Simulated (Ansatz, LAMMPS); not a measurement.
**Liquid mixture of thiophene and H2O at 300 K (210 atoms): support functions against a reference**

Aim: test how closely localised support functions follow the reference on liquid mixture of thiophene and H2O at 300 K (210 atoms), and at what cost. A setting counts as converged where the r.m.s. difference of forces stays under 1 % of the r.m.s. force.

Main program and level: Ansatz 0.2.0; Kohn-Sham DFT, PBE+D4, PAW (set soft_2), plane waves.

## 1. The starting structure

The cell holds 210 atoms: 24 C, 6 S, 128 H and 52 O. Cell: a = 13.289 Å, b = 13.289 Å, c = 13.289 Å, α = 90.0°, β = 90.0°, γ = 90.0°. 6 thiophene, 52 H2O placed at random, at 1.02 g/cm³; overlaps pushed apart, then 10 ps at 450 K with MMFF94 bonds, angles, torsions, charges and radii (Halgren, J. Comput. Chem. 17, 490 (1996)) in harmonic and 12-6 forms; SPC/E water (Berendsen, Grigera and Straatsma, J. Phys. Chem. 91, 6269 (1987)). Snapshot after 20 ps at 300 K and fixed volume.

Limits known from the start: The network of contacts between molecules at the start is that of the classical potential that made the cell, and needn't be the one that DFT or experiment would give. The density was typed from a rule of thumb and may lie off the real one at this temperature. The Brillouin zone is sampled at Γ only, in a cell whose shortest periodic width is 13 Å.

## 2. The classical run that made the cell

A classical potential supplies the starting structure, since it reaches far longer times than DFT.

This step: classical MD, MMFF94 bonds, angles, torsions, charges and radii (Halgren, J. Comput. Chem. 17, 490 (1996)) in harmonic and 12-6 forms; SPC/E water (Berendsen, Grigera and Straatsma, J. Phys. Chem. 91, 6269 (1987)) (LAMMPS 22 Jul 2025 - Update 4).

in.lmp

```
# liquid mixture of thiophene and H2O
units real
atom_style full
boundary p p p
bond_style harmonic
angle_style harmonic
dihedral_style opls
improper_style harmonic
special_bonds lj 0 0 0.5 coul 0 0 0.75
read_data data.lmp
neigh_modify delay 0 every 1 check yes one 4000
comm_modify cutoff 12.0
timestep 0.5
thermo_style custom step time temp pe press density
thermo_modify norm yes
# push overlapping molecules apart
pair_style soft 2.6
pair_coeff * * 0.0
variable a equal ramp(1,60)
fix ad all adapt 1 pair soft a * * v_a
velocity all create 450 130206 mom yes dist gaussian
fix lim all nve/limit 0.03
fix lan all langevin 450 450 50 130207 zero yes
thermo 1000
run 3000 post no
unfix ad
pair_style lj/cut/coul/long 9.0
pair_modify mix arithmetic tail yes
pair_coeff 1 1 0.0678 3.5860   # C
pair_coeff 2 2 0.2681 3.7370   # S
pair_coeff 3 3 0.0216 2.5400   # H
pair_coeff 4 4 0.1553 3.1660   # O
pair_coeff 5 5 0.0000 1.0000   # H
kspace_style pppm 1.0e-4
# [... 18 lines left out ...]
compute msd all msd com yes
thermo 5000
fix md all nvt temp 300 300 100
run 20000 post no
print "== T300: mean square displacement over the hold $(c_msd[4]:%.2f) A^2"
unfix md
uncompute msd
write_dump all custom T300.dump id type xs ys zs modify sort id
```

Run with:

```console
$ lmp -in in.lmp -log none -nocite
```

Log:

```text
LAMMPS (22 Jul 2025 - Update 4)
Reading data file ...
  orthogonal box = (0 0 0) to (13.28916 13.28916 13.28916)
  210 atoms
  orthogonal box = (0 0 0) to (13.28916 13.28916 13.28916)
  158 bonds
  130 angles
  96 dihedrals
  24 impropers
   Step          Time           Temp          PotEng         Press         Density
         0   0              450            0.23185256     7618.6819      1.0199997
      1000   500            446.69624      0.91765074     19990.704      1.0199997
      2000   1000           413.15589      0.87372491     19183.573      1.0199997
      3000   1500           443.33598      0.81699176     31786.136      1.0199997
Loop time of 0.26754 s on 1 MPI rank(s) for 3000 steps with 210 atoms
PPPM initialization ...
  G vector (1/distance) = 0.29751789
  grid = 8 8 8
  estimated relative force accuracy = 5.8929532e-05
   Step          Time           Temp          PotEng         Press         Density
      3000   1500           443.33598      1.5360968      54323.054      1.0199997
      3100   1550           443.33598     -2.8518504     -574.37902      1.0199997
      3200   1600           443.33598     -3.121534       2926.5046      1.0199997
      3300   1650           443.33598     -3.2076396      2230.9156      1.0199997
Loop time of 0.619521 s on 1 MPI rank(s) for 300 steps with 210 atoms
[... 2 lines left out ...]
  Energy initial, next-to-last, final =
      1.53609681104035  -3.20646635837576  -3.20763955389812
  Force two-norm initial, final = 821.33358 22.894636
  Iterations, force evaluations = 300 599
   Step          Time           Temp          PotEng         Press         Density
         0   0              450           -3.2076396      2311.7799      1.0199997
      1000   500            436.03469     -1.729634       8334.3852      1.0199997
      2000   1000           407.63399     -1.8769804      4299.5965      1.0199997
Loop time of 1.61012 s on 1 MPI rank(s) for 2000 steps with 210 atoms
   Step          Time           Temp          PotEng         Press         Density
      2000   1000           542.64653     -2.2738968      924.52611      1.0199997
[... 5 lines left out ...]
Loop time of 8.58522 s on 1 MPI rank(s) for 10000 steps with 210 atoms
   Step          Time           Temp          PotEng         Press         Density
[... 4 lines left out ...]
Loop time of 4.24994 s on 1 MPI rank(s) for 5000 steps with 210 atoms
   Step          Time           Temp          PotEng         Press         Density
[... 2 lines left out ...]
     25000   24000          292.06048     -2.5399353      5274.452       1.0199997
     30000   29000          312.15949     -2.6037783      1410.2354      1.0199997
     35000   34000          310.03182     -2.5804336      3006.2513      1.0199997
     37000   36000          266.33354     -2.5351616      573.99623      1.0199997
Loop time of 16.6673 s on 1 MPI rank(s) for 20000 steps with 210 atoms
== T300: mean square displacement over the hold 28.19 A^2
```

It took 32 s on 1 thread of AMD EPYC 7R13 (Zen 3), shared host; peak memory 0.12 GiB.

The input also reads data.lmp (atoms, bonds and types; not printed here).

## 3. Plane-wave single point

The first run uses the default basis; a harder plane-wave run follows as the reference for the support functions.

input.yaml

```yaml
crystal:
  lattice:
    - [13.28916, 0.0, 0.0]
    - [0.0, 13.28916, 0.0]
    - [0.0, 0.0, 13.28916]
  atoms:
    - { symbol: C, position: [0.86591, 0.8887, 0.16849] }
    - { symbol: C, position: [0.9119, 0.8438, 0.25692] }
    - { symbol: C, position: [0.89635, 0.74312, 0.2591] }
    - { symbol: S, position: [0.83279, 0.70081, 0.15602] }
    - { symbol: C, position: [0.81133, 0.81927, 0.11383] }
    - { symbol: H, position: [0.85635, 0.96816, 0.15938] }
    - { symbol: H, position: [0.94542, 0.88551, 0.31866] }
    - { symbol: H, position: [0.91333, 0.69197, 0.31518] }
    - { symbol: H, position: [0.7666, 0.823, 0.04552] }
    - { symbol: C, position: [0.48519, 0.99538, 0.91617] }
    - { symbol: C, position: [0.54337, 0.91046, 0.92166] }
    - { symbol: C, position: [0.53012, 0.8414, 0.84809] }
    - { symbol: S, position: [0.44478, 0.87767, 0.76385] }
    - { symbol: C, position: [0.42814, 0.99042, 0.83016] }
    - { symbol: H, position: [0.48125, 0.05544, 0.9704] }
    - { symbol: H, position: [0.5888, 0.89317, 0.98007] }
    - { symbol: H, position: [0.56447, 0.76834, 0.84332] }
    - { symbol: H, position: [0.38037, 0.05013, 0.80465] }
    - { symbol: C, position: [0.53328, 0.44581, 0.11553] }
    - { symbol: C, position: [0.55441, 0.48266, 0.21105] }
    - { symbol: C, position: [0.57981, 0.58674, 0.21236] }
    - { symbol: S, position: [0.57274, 0.63353, 0.0941] }
    - { symbol: C, position: [0.54806, 0.51693, 0.04073] }
    - { symbol: H, position: [0.51497, 0.36828, 0.09945] }
    - { symbol: H, position: [0.55574, 0.43175, 0.27571] }
    - { symbol: H, position: [0.58348, 0.63522, 0.2774] }
    - { symbol: H, position: [0.54582, 0.50507, 0.95934] }
    - { symbol: C, position: [0.19755, 0.79902, 0.0861] }
    - { symbol: C, position: [0.26093, 0.81509, 0.99901] }
    - { symbol: C, position: [0.22326, 0.77853, 0.90947] }
    - { symbol: S, position: [0.10186, 0.72932, 0.9323] }
    - { symbol: C, position: [0.10659, 0.75404, 0.06088] }
    [... 172 atom lines left out ...]
    - { symbol: O, position: [0.46455, 0.2715, 0.77707] }
    - { symbol: H, position: [0.39183, 0.29022, 0.78204] }
    - { symbol: H, position: [0.47802, 0.24092, 0.70964] }
    - { symbol: O, position: [0.51458, 0.69649, 0.53772] }
    - { symbol: H, position: [0.55809, 0.66769, 0.59194] }
    - { symbol: H, position: [0.46341, 0.64541, 0.51685] }
kpoints:
  mp_grid: { grid: [1, 1, 1] }
hamiltonian:
  xc: pbe
  dispersion: d4
scf:
  occupations: { method: fermi_dirac, width: 0.025 }
output:
  forces: true
  stress: true
  populations: true
  dos:
    method: { smearing: { sigma: 0.1 } }
    de: 0.1
    projected: { site_lists: { C: [C], H: [H], O: [O], S: [S] } }
  eigenvalues: true
  write_density: true
  write_potential: true
  volumetric_format: npy
  elf: true
```

Run with:

```console
$ ansatz run input.yaml --threads 8 --pin off --max-ram 15872MiB --backend cpu --events-out ev --progress --plain --runs-dir out
```

Log:

```text
Engine: ansatz 0.2.0, x86_64-unknown-linux-gnu
Pseudopotentials: kind: paw
Pseudopotential: C, paw, valence charge 4, recommended cutoff 420 eV (normal), C.paw.azcp
Pseudopotential: S, paw, valence charge 6, recommended cutoff 420 eV (normal), S.paw.azcp
Pseudopotential: H, paw, valence charge 1, recommended cutoff 420 eV (normal), H.paw.azcp
Pseudopotential: O, paw, valence charge 6, recommended cutoff 420 eV (normal), O.paw.azcp
[... 5 lines on functional and potentials left out ...]
Crystal: 210 atoms, lattice volume = 2346.889 Å³
Basis set: ecut = 420 eV, 45961 PW (Γ), exchange–correlation on 180×180×180 points (8 copies of the dense FFT grid, shifted against one another)
Bands: 496, of which v1, the nominal top of the filled ones, is band 286 counted from 1 (285 counted from 0)
Symmetry: 1 space group operations
Space group: P1 (ITA 1), of the structure as read, at distance tolerance 1.3e-4 Å
k-points: 1
[... 9 lines on functional and potentials left out ...]
Initial density: superposition of atomic densities (neutral atoms: chi_scale 0, normalization atom), corrected by the library's trained network
Initial wavefunctions: pseudopotential atomic-orbital guess
Functional: x = pbe(κ = 0.804, μ = 0.219515), c = pbe(β = 0.066725)
SCF iter   1: F=—  HF=-42996.390322 eV  |F-HF|=—  |Δ(HF+E_count)|=         —  Δρ=3.90e-3  dr2=6.27e-1  ethr=1.77e-3  ⟨swp⟩=6.0  Hψ=2324  notcnv=0  defer=68
preconditioner: auto → Resta (q_TF=auto, 2.156 Å⁻¹)  ε∞=2.3  [insulator: Δε(μ)=3.837 eV  Ē_g=16.376 eV  σ=0.025 eV  W_gap=1.00  n_scr=388 (ndim 8)  ℏωp=18.3 eV  f_vac=0.254  D(μ)=0.00/eV (n_scr^D=0)  ε∞_Penn≈2.3]
SCF iter   2: F=—  HF=-42996.208520 eV  |F-HF|=—  |Δ(HF+E_count)|=   1.82e-1  Δρ=1.96e-3  dr2=1.23e-1  ethr=1.10e-4  ⟨swp⟩=2.0  Hψ=709  notcnv=0  defer=203
SCF iter   3: F=—  HF=-42996.169158 eV  |F-HF|=—  |Δ(HF+E_count)|=   3.94e-2  Δρ=8.49e-4  dr2=3.27e-2  ethr=2.14e-5  ⟨swp⟩=2.0  Hψ=534  notcnv=0  defer=203
SCF iter   4: F=—  HF=-42996.162079 eV  |F-HF|=—  |Δ(HF+E_count)|=   7.08e-3  Δρ=3.45e-4  dr2=4.48e-3  ethr=5.72e-6  ⟨swp⟩=2.0  Hψ=534  notcnv=0  defer=203
SCF iter   5: F=—  HF=-42996.161544 eV  |F-HF|=—  |Δ(HF+E_count)|=   5.35e-4  Δρ=1.59e-4  dr2=8.70e-4  ethr=7.83e-7  ⟨swp⟩=2.0  Hψ=805  notcnv=0  defer=203
SCF iter   6: F=—  HF=-42996.161457 eV  |F-HF|=—  |Δ(HF+E_count)|=   8.66e-5  Δρ=5.58e-5  dr2=7.71e-5  ethr=1.52e-7  ⟨swp⟩=2.0  Hψ=527  notcnv=0  defer=203
SCF iter   7: F=—  HF=-42996.162171 eV  |F-HF|=—  |Δ(HF+E_count)|=   7.14e-4  Δρ=2.39e-5  dr2=1.60e-5  ethr=1.35e-8  ⟨swp⟩=2.0  Hψ=579  notcnv=0  defer=203
SCF iter   8: F=—  HF=-42996.162171 eV  |F-HF|=—  |Δ(HF+E_count)|=   2.32e-7  Δρ=6.95e-6  dr2=1.19e-6  ethr=2.79e-9  ⟨swp⟩=2.0  Hψ=579  notcnv=0  defer=203
SCF iter   9: F=—  HF=-42996.162172 eV  |F-HF|=—  |Δ(HF+E_count)|=   5.49e-7  Δρ=3.45e-6  dr2=3.47e-7  ethr=2.08e-10  ⟨swp⟩=2.0  Hψ=527  notcnv=0  defer=203
SCF iter  10: F=-42996.162171 eV  HF=-42996.162172 eV  |F-HF|=1.42e-8  |Δ(HF+E_count)|=   2.80e-8  Δρ=1.21e-6  dr2=4.15e-8  ethr=1.75e-11  ⟨swp⟩=18.0  Hψ=4650  notcnv=0
SCF 1 converged in 10 iterations: F = -42996.162171 eV  dr2 = 4.15e-8
  greatest PAW one-centre occupation: 0.866 electrons in one spin orbital (limit 2), on the S atom at site 48 (counted from 0), in its partial waves of l = 0
WARN: The input density's exchange-correlation potential varies sharply where the density is thin. Do not read a vacuum level from v_tot or v_xc, or from such a field of the output density. On a cell that repeats whose density bears no net charge and no dipole along the vacuum's axis use v_es (v_loc + v_h of the components); [...]
SCF converged after 10 iterations
Free energy (F): -42996.162171 eV
Harris-Foulkes:  -42996.162172 eV  (|F-HF|=1.42e-8)
Internal energy: -42996.162171 eV  (E = F + TS)
E sigma→0 (E₀):  -42996.162171 eV
Fermi energy:    0.629565 eV
--- Per-component energies (eV) ---
  E_band       = -5073.181124
  E_kinetic    = 13627.672938
  E_local      = -44455.002625  (includes V_loc(G=0)·N_el)
  E_nonlocal   = 3546.866096
  E_hartree    = 16307.328284
  E_xc         = -6657.292268
  E_vxc        = -8241.958190  (∫ρ·V_xc dr)
  E_paw        = -14301.085689  (= ΣΔE_a)
  E_vpaw       = -2165.386311  (= ΣTr[D̂ρ^β])
  E_aug_tail   = -0.023248  (compensation charges beyond the density's cutoff)
  E_ewald      = -11056.495991
  E_disp       = -8.129668  (pairwise vdW)
  E_smearing   = -0.000000  (= −TS)
  E_closure    = -0.000000  (closes the sum)
  Σ components = -42996.162171   (vs F -42996.162171, Δ=0.00e0)
--- Forces (eV/Å), atoms counted from 1 ---
  atom   1  C     -0.67226101    -0.50673895     1.00955616
  atom   2  C     -0.64218083     0.97619537    -0.93182932
  atom   3  C     -0.08543301     0.21461840    -1.07392272
  atom   4  S     -0.42576329    -0.76664690     0.39463358
  atom   5  C      0.74316565     0.13224723    -0.53652272
  atom   6  H      0.20003598     0.66415633    -0.25313935
  atom   7  H      0.14393698     0.13789565    -0.03982963
  atom   8  H      0.65782033    -1.35119832     1.49831077
  atom   9  H      0.08489978     0.51204532    -0.02178705
  atom  10  C     -1.01491457     0.62774312    -1.15185266
  atom  11  C      0.01451336    -0.69049769    -0.37070840
  atom  12  C      0.47118722    -1.10830271    -0.06301231
  atom  13  S     -1.06326899     1.45228035    -0.31644365
  atom  14  C     -0.39917900     0.08076035    -0.41097880
[...]
atom 209  H     -0.72295214    -0.14585796    -0.38963992
  atom 210  H      1.06140476     0.49505440     0.78628282
  max |Σ_I F_I| component: 6.31e-5 eV/Å
--- Stress (GPa, compression-positive) ---
       -1.895803      -0.329670       0.596571
       -0.329670      -2.032983      -0.460327
        0.596571      -0.460328      -0.980593
  P = ⅓ Tr σ = -1.6365 GPa (-16.365 kbar)
--- Band table (eV) ---
  k-point 0: bands = ["-21.6886", "-21.6334", "-21.4790", "-21.4179", [... 480 levels ...], "10.4601", "10.4868", "10.5029", "10.5483", "10.5692", "10.6046", "10.6272", "10.6497", "10.6698", "10.7047", "10.7149", "10.7450"]
--- Löwdin populations: 210 sites ---
  site symbol       q [e]
     0      C      4.1641
     1      C      4.1667
     2      C      4.3154
[...]
209      H      0.6171
  spilling = 0.011956 (of n_electrons = 572.000000)
```

The job ended after 21 s (8 threads of AMD EPYC 7R13 (Zen 3), shared host; peak memory 3.3 GiB).

Reading the cycles: dr2 is the Hartree energy of the density residual (eV), the measure of convergence; HF is the Harris–Foulkes estimate of the energy, which meets the free energy F at convergence.

The program notes that the exchange-correlation potential is rough where the density is thin.

The run gave:

* free energy: -42996.1622 eV
* free energy per atom: -204.7436 eV/atom
* SCF cycles: 10
* pressure: -1.636 GPa
* r.m.s. force component: 0.642 eV/Å
* longest force: 3.472 eV/Å
* Fermi energy: 0.6296 eV
* gap (highest filled to lowest empty level): 3.469 eV
* spilling of the projection: 0.01196

The r.m.s. force component of 0.64 eV/Å sets the scale for the differences below.

## 4. Plane waves at 750 eV (750 eV)

The grid of the support functions holds more waves than the default cutoff, so they are judged against a harder plane-wave run.

input.yaml, the sections that differ from step 3:

```yaml
output:
  forces: true
  eigenvalues: true
basis:
  ecutwfc: "750 eV"
# crystal, kpoints, hamiltonian, scf: as in step 3
```

Log:

```text
[...]
Crystal: 210 atoms, lattice volume = 2346.889 Å³
Basis set: ecut = 750 eV, 109127 PW (Γ), exchange–correlation on 240×240×240 points (8 copies of the dense FFT grid, shifted against one another)
Bands: 496, of which v1, the nominal top of the filled ones, is band 286 counted from 1 (285 counted from 0)
Symmetry: 1 space group operations
[...]
k-points: 1
[...]
SCF iter   1: F=—  HF=-42997.330456 eV  |F-HF|=—  |Δ(HF+E_count)|=         —  Δρ=4.01e-3  dr2=6.30e-1  ethr=1.77e-3  ⟨swp⟩=6.0  Hψ=2326  notcnv=0  defer=100
[...]
SCF iter   3: F=—  HF=-42997.107482 eV  |F-HF|=—  |Δ(HF+E_count)|=   3.93e-2  Δρ=8.69e-4  dr2=3.28e-2  ethr=2.14e-5  ⟨swp⟩=2.0  Hψ=534  notcnv=0  defer=39
automatic band count: iteration 3 solves 332 bands in place of 496: the levels show a gap, and the empty bands left out lie too high to hold charge; the band table lists the bands solved (type scf.n_extra_bands for more)
SCF iter   4: F=—  HF=-42997.100482 eV  |F-HF|=—  |Δ(HF+E_count)|=   7.00e-3  Δρ=3.49e-4  dr2=4.55e-3  ethr=5.73e-6  ⟨swp⟩=2.0  Hψ=534  notcnv=0  defer=39
SCF iter   5: F=—  HF=-42997.099906 eV  |F-HF|=—  |Δ(HF+E_count)|=   5.76e-4  Δρ=1.59e-4  dr2=8.52e-4  ethr=7.96e-7  ⟨swp⟩=2.0  Hψ=617  notcnv=0  defer=39
[...]
SCF iter   9: F=—  HF=-42997.100027 eV  |F-HF|=—  |Δ(HF+E_count)|=   5.51e-7  Δρ=3.28e-6  dr2=3.29e-7  ethr=2.02e-10  ⟨swp⟩=2.0  Hψ=527  notcnv=0  defer=39
SCF iter  10: F=-42997.100027 eV  HF=-42997.100027 eV  |F-HF|=1.55e-8  |Δ(HF+E_count)|=   2.32e-8  Δρ=1.23e-6  dr2=4.28e-8  ethr=1.75e-11  ⟨swp⟩=13.0  Hψ=1621  notcnv=0
SCF 1 converged in 10 iterations: F = -42997.100027 eV  dr2 = 4.28e-8
[...]
SCF converged after 10 iterations
Free energy (F): -42997.100027 eV
[...]
Internal energy: -42997.100027 eV  (E = F + TS)
E sigma→0 (E₀):  -42997.100027 eV
Fermi energy:    0.629258 eV
[...]
Σ components = -42997.100027   (vs F -42997.100027, Δ=0.00e0)
--- Forces (eV/Å), atoms counted from 1 ---
  atom   1  C     -0.67460829    -0.49908654     1.00768493
  atom   2  C     -0.63865751     0.97848437    -0.92516612
  atom   3  C     -0.08378940     0.21002643    -1.06922336
  atom   4  S     -0.42523318    -0.76441785     0.39526674
[...]
atom 210  H      1.07326163     0.50578232     0.79196367
  max |Σ_I F_I| component: 8.03e-5 eV/Å
--- Band table (eV) ---
[...]
```

Run time: 26 s. Hardware: 8 threads; peak memory 6.8 GiB; 3.1 min of CPU time.

Forces differ from the reference by 9.2 meV/Å r.m.s., 1.4 % of their size, over a tolerance of 1 %; the energy by -4.5 meV/atom. This is the tighter run, so the reference isn't converged in this setting (nor is this run shown to be).

(Continued in part 2 of 3.)

[Long decimals in the printed logs are rounded to 6 places.]

[Logs are printed without paths, hosts, clocks, repeated set-up lines and the standing remarks that a program may print on its own settings, such as how far it seeks lower states.]

[Hosts, paths, dates, database ids (printed as entryN), source tags and the programs' standing remarks are cut or masked in the printed files.]

[The MMFF94 radii named for the starting cell were scaled by 0.96; in molecules described by MMFF94, hydrogen bound to N, O or S took a small fixed 12-6 site in their place.]
